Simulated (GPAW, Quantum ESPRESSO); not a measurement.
# Near-edge structure at the O K edge of MnO2 (Pyrolusite, P4_2/mnm), part 2 of 2

Aim: the near-edge shape at the O K edge of MnO2 (Pyrolusite, P4_2/mnm), and what the core hole does to it.

GPAW 26.7.0; X-ray absorption from dipole matrix elements to empty bands, plane-wave PAW PBE.

So far. Step 2 (The field without a hole): The mesh shows no gap, so the system is treated as a metal and the core electron is put at the Fermi level (neutral cell). Step 3 (Spectrum without a core hole, O atom 3): Main maxima below 24 eV (height): 1.7 eV (2.32), 3.6 eV (2.62) and 15.9 eV (1.95). A K edge sees empty p states; the first features are O p mixed into the empty d states of the Mn neighbours, and the broad ones above probably into the cations' higher empty bands.

### Step 5. Spectrum with XCH, O atom 3 (continued)

The O K spectrum, O atom 3, excited-electron core hole (neutral cell) (energy from the lowest empty level; intensity scaled to a mean of 1 over the first 20 eV; polarised curves are means over the symmetry-equivalent atoms):

| E (eV) | isotropic | ε ⊥ c | ε ∥ c |
| --- | --- | --- | --- |
| -2.0 | 0.00 | 0.00 | 0.00 |
| -1.5 | 0.00 | 0.00 | 0.00 |
| -1.0 | 0.00 | 0.00 | 0.00 |
| -0.5 | 0.07 | 0.06 | 0.07 |
| 0.0 | 0.52 | 0.49 | 0.57 |
| 0.5 | 1.32 | 1.28 | 1.40 |
| 1.0 | 1.71 | 1.70 | 1.73 |
| 1.5 | 1.60 | 1.47 | 1.87 |
| 2.0 | 1.22 | 0.98 | 1.71 |
| 2.5 | 1.61 | 1.37 | 2.09 |
| 3.0 | 1.85 | 1.69 | 2.17 |
| 3.5 | 0.82 | 0.79 | 0.87 |
| 4.0 | 0.18 | 0.19 | 0.15 |
| 4.5 | 0.02 | 0.03 | 0.01 |
| 5.0 | 0.00 | 0.00 | 0.00 |
| 5.5 | 0.00 | 0.00 | 0.00 |
| 6.0 | 0.00 | 0.00 | 0.00 |
| 6.5 | 0.00 | 0.00 | 0.00 |
| 7.0 | 0.02 | 0.02 | 0.02 |
| 7.5 | 0.06 | 0.06 | 0.06 |
| 8.0 | 0.12 | 0.12 | 0.13 |
| 8.5 | 0.23 | 0.23 | 0.24 |
| 9.0 | 0.40 | 0.39 | 0.41 |
| 9.5 | 0.66 | 0.65 | 0.67 |
| 10.0 | 0.99 | 0.96 | 1.04 |
| 10.5 | 1.31 | 1.22 | 1.48 |
| 11.0 | 1.51 | 1.33 | 1.86 |
| 11.5 | 1.57 | 1.32 | 2.05 |
| 12.0 | 1.56 | 1.29 | 2.11 |
| 12.5 | 1.62 | 1.35 | 2.18 |
| 13.0 | 1.80 | 1.53 | 2.33 |
| 13.5 | 2.02 | 1.80 | 2.47 |
| 14.0 | 2.20 | 2.08 | 2.45 |
| 14.5 | 2.25 | 2.27 | 2.21 |
| 15.0 | 2.16 | 2.33 | 1.82 |
| 15.5 | 1.96 | 2.23 | 1.40 |
| 16.0 | 1.67 | 1.98 | 1.05 |
| 16.5 | 1.35 | 1.63 | 0.79 |
| 17.0 | 1.03 | 1.25 | 0.59 |
| 17.5 | 0.76 | 0.92 | 0.46 |
| 18.0 | 0.58 | 0.67 | 0.38 |
| 18.5 | 0.46 | 0.52 | 0.34 |
| 19.0 | 0.40 | 0.43 | 0.33 |
| 19.5 | 0.37 | 0.38 | 0.35 |
| 20.0 | 0.37 | 0.36 | 0.40 |
| 20.5 | 0.39 | 0.35 | 0.47 |
| 21.0 | 0.41 | 0.35 | 0.54 |
| 21.5 | 0.44 | 0.36 | 0.60 |
| 22.0 | 0.47 | 0.39 | 0.63 |
| 22.5 | 0.50 | 0.44 | 0.63 |
| 23.0 | 0.54 | 0.51 | 0.60 |
| 23.5 | 0.59 | 0.60 | 0.56 |
| 24.0 | 0.64 | 0.70 | 0.52 |
| 24.5 | 0.68 | 0.78 | 0.49 |
| 25.0 | 0.72 | 0.84 | 0.47 |
| 25.5 | 0.73 | 0.86 | 0.47 |
| 26.0 | 0.72 | 0.84 | 0.47 |
| 26.5 | 0.69 | 0.80 | 0.48 |
| 27.0 | 0.67 | 0.76 | 0.48 |
| 27.5 | 0.64 | 0.73 | 0.48 |
| 28.0 | 0.63 | 0.70 | 0.48 |
| 28.5 | 0.62 | 0.68 | 0.49 |
| 29.0 | 0.60 | 0.66 | 0.50 |
| 29.5 | 0.59 | 0.62 | 0.53 |
| 30.0 | 0.57 | 0.57 | 0.57 |
| 30.5 | 0.56 | 0.53 | 0.63 |
| 31.0 | 0.57 | 0.50 | 0.70 |
| 31.5 | 0.59 | 0.49 | 0.79 |
| 32.0 | 0.62 | 0.50 | 0.87 |

Main maxima below 24 eV (height): 1.1 eV (1.72), 2.8 eV (1.94) and 14.4 eV (2.25). 

The total-energy difference is 528.43 eV.

### Step 6. With and without the hole

Both curves are counted from their own zero, so only the shift of weight within the empty states shows.

| E (eV) | no hole | XCH |
| --- | --- | --- |
| -2.0 | 0.00 | 0.00 |
| -1.0 | 0.00 | 0.00 |
| 0.0 | 0.21 | 0.52 |
| 1.0 | 1.57 | 1.71 |
| 2.0 | 2.21 | 1.22 |
| 3.0 | 1.74 | 1.85 |
| 4.0 | 2.01 | 0.18 |
| 5.0 | 0.05 | 0.00 |
| 6.0 | 0.00 | 0.00 |
| 7.0 | 0.00 | 0.02 |
| 8.0 | 0.03 | 0.12 |
| 9.0 | 0.12 | 0.40 |
| 10.0 | 0.34 | 0.99 |
| 11.0 | 0.69 | 1.51 |
| 12.0 | 0.90 | 1.56 |
| 13.0 | 1.00 | 1.80 |
| 14.0 | 1.34 | 2.20 |
| 15.0 | 1.80 | 2.16 |
| 16.0 | 1.95 | 1.67 |
| 17.0 | 1.77 | 1.03 |
| 18.0 | 1.28 | 0.58 |
| 19.0 | 0.75 | 0.40 |
| 20.0 | 0.46 | 0.37 |
| 21.0 | 0.39 | 0.41 |
| 22.0 | 0.41 | 0.47 |
| 23.0 | 0.43 | 0.54 |
| 24.0 | 0.47 | 0.64 |
| 25.0 | 0.53 | 0.72 |
| 26.0 | 0.60 | 0.72 |
| 27.0 | 0.60 | 0.67 |
| 28.0 | 0.56 | 0.63 |
| 29.0 | 0.53 | 0.60 |
| 30.0 | 0.50 | 0.57 |
| 31.0 | 0.47 | 0.57 |
| 32.0 | 0.45 | 0.62 |

With each curve scaled to its own mean, the area from −2 to 6 eV with the hole is 5.5 against 7.8, and the centre of weight from −1 to 20 eV moves by +0.3 eV (first and strongest maxima below 20 eV: 1.7 eV (2.32), 3.6 eV (2.62) and 15.9 eV (1.95) without the hole, 1.1 eV (1.72), 2.8 eV (1.94) and 14.4 eV (2.25) with it): the near-edge weight falls against the higher-lying part.

### Step 7. Runs not followed above

These runs aren't followed: redraws of a spectrum that repeat one shown, runs with a planted fault or a state judged unsound, or a program's part that gave no sound spectrum.

| program | step | status | elapsed |
| --- | --- | --- | --- |
| Quantum ESPRESSO | ground state | timeout | 12 min |

### Step 8. Results

```yaml
absorber_and_edge: O K, atom 3 of the ground-state input (counted from 1)
surroundings: 2 Mn at 1.88 Å and 1 Mn at 1.90 Å (distorted trigonal planar, site symmetry m2m)
highest_intensity_below_16_ev: 14.4 eV above the zero, height 2.25
photon_energy_of_the_zero_spin_polarised_hole_raw: 528.4 eV (uncertain by a few eV)
```

The O K edge of atom 3, with 2 Mn at 1.88 Å and 1 Mn at 1.90 Å (distorted trigonal planar, site symmetry m2m), has its highest intensity of the first 16 eV at 14.4 eV above the zero, near 543 eV in photon energy (uncertain by a few eV), 2.3 times the mean level of the first 20 eV (Gaussian full width 0.9 eV up to 4 eV, rising linearly to 3.5 eV at 25 eV). With each curve scaled to its own mean, the area from −2 to 6 eV with the hole is 5.5 against 7.8, and the centre of weight from −1 to 20 eV moves by +0.3 eV (first and strongest maxima below 20 eV: 1.7 eV (2.32), 3.6 eV (2.62) and 15.9 eV (1.95) without the hole, 1.1 eV (1.72), 2.8 eV (1.94) and 14.4 eV (2.25) with it): the near-edge weight falls against the higher-lying part. At the O K edge of atom 3 polarisation matters most near 16.0 eV, where the curves differ by 0.9 on this scale. The same cell was also set up in Quantum ESPRESSO; that part failed, was judged unsound or used a data set known to give false states; its runs are listed without their results. 1 further run of this session is left out of this account as redundant. The hole lies in one spin channel, while the script sums the empty states of both and takes the lower zero; where the two channels are split, this blurs and shifts the curve. The unit cell's mesh shows no gap over 0.35 eV. That is right for a metallic compound; for a small-gap or correlated insulator it would be the fault of the functional or of the assumed magnetic order, and the hole would be screened too well. The spins start antiferromagnetically in a simple order, which needn't be the measured one; gap and edge can depend on it. The holes are only 5.3 Å apart, so the shape is probably not converged with cell size; no larger cell was run here. The mesh is coarse (0.30 Å⁻¹ between points), so small maxima may be mesh ripples. The structure is a published determination, not relaxed.

[Logs are printed without paths, hosts, clocks, repeated set-up lines and the standing remarks that a program may print on its own settings, such as how far it seeks lower states.]

[Hosts, paths, dates, database ids (printed as entryN), source tags and the programs' standing remarks are cut or masked in the printed files.]

[Lists of maxima count a maximum above −3 eV only where it reaches 4 % of the highest in the window and stands out from its surroundings by 2 % of it (1.5 % where it reaches 55 %); shoulders and weaker maxima are passed over, and of the rest the first, up to two pre-edge ones and the few strongest are named.]
